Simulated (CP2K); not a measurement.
Silacyclobutane has these distinct C atoms: C1 (bonded to 2 C and 2 H) and C2 (bonded to C, Si and 2 H).

```xyz
12

C     0.6690    0.2224    0.8255
C     0.8596   -0.7971   -0.3489
Si   -0.9470   -0.4479   -0.7819
C    -0.5447    1.0560    0.2911
H     1.5627    0.8175    1.0634
H     0.3804   -0.3125    1.7415
H     1.5414   -0.3954   -1.1120
H     1.2016   -1.8003   -0.0716
H    -1.8992   -1.3967   -0.1267
H    -1.3741   -0.2807   -2.2064
H    -0.2024    1.9048   -0.3178
H    -1.2473    1.4301    1.0439
```

Their partial C K spectra (CP2K XAS_TDP, all-electron GAPW, PBEh(45%), aug-pc-1, TDA, GW2X-corrected core level, no relativity) are given in random order, each times the number of alike atoms.

Gaussian full width 0.5 eV, oscillator strength per eV, alike atoms added, rows of zeros left out:

```tsv
E (eV)	curve 1	curve 2
287.75	0.000	0.001
288.00	0.000	0.011
288.25	0.000	0.037
288.50	0.000	0.062
288.75	0.000	0.083
289.00	0.005	0.084
289.25	0.022	0.057
289.50	0.045	0.030
289.75	0.044	0.028
290.00	0.015	0.025
290.25	0.004	0.027
290.50	0.006	0.034
290.75	0.013	0.050
291.00	0.015	0.061
291.25	0.024	0.086
291.50	0.029	0.078
291.75	0.031	0.038
292.00	0.058	0.027
292.25	0.064	0.038
292.50	0.028	0.036
292.75	0.012	0.047
293.00	0.008	0.049
293.25	0.023	0.024
```

**Question.** Which curve belongs to which atom?

Curve 1: C1 (bonded to 2 C and 2 H), leading line at 289.30 eV (f = 0.007 an atom), ionisation energy 291.33 eV, term value 2.03 eV. Curve 2: C2 (bonded to C, Si and 2 H), leading line at 288.31 eV (f = 0.008 an atom), ionisation energy 290.51 eV, term value 2.20 eV. The leading line of an atom is its first one with 35 % of the strongest within 2.5 eV of its lowest line over the strength cut. A line lies at the core ionisation energy, which rises as an atom loses charge to its neighbours or to a π system, less the term value, which is large for a low π* or σ* orbital with weight on that atom.

[Banner, clock and machine lines of the logs are left out without a mark of their own.]

[Logs are printed without paths, hosts, clocks, repeated set-up lines and the standing remarks that a program may print on its own settings, such as how far it seeks lower states.]

[Hosts, paths, dates, database ids (printed as entryN), source tags and the programs' standing remarks are cut or masked in the printed files.]
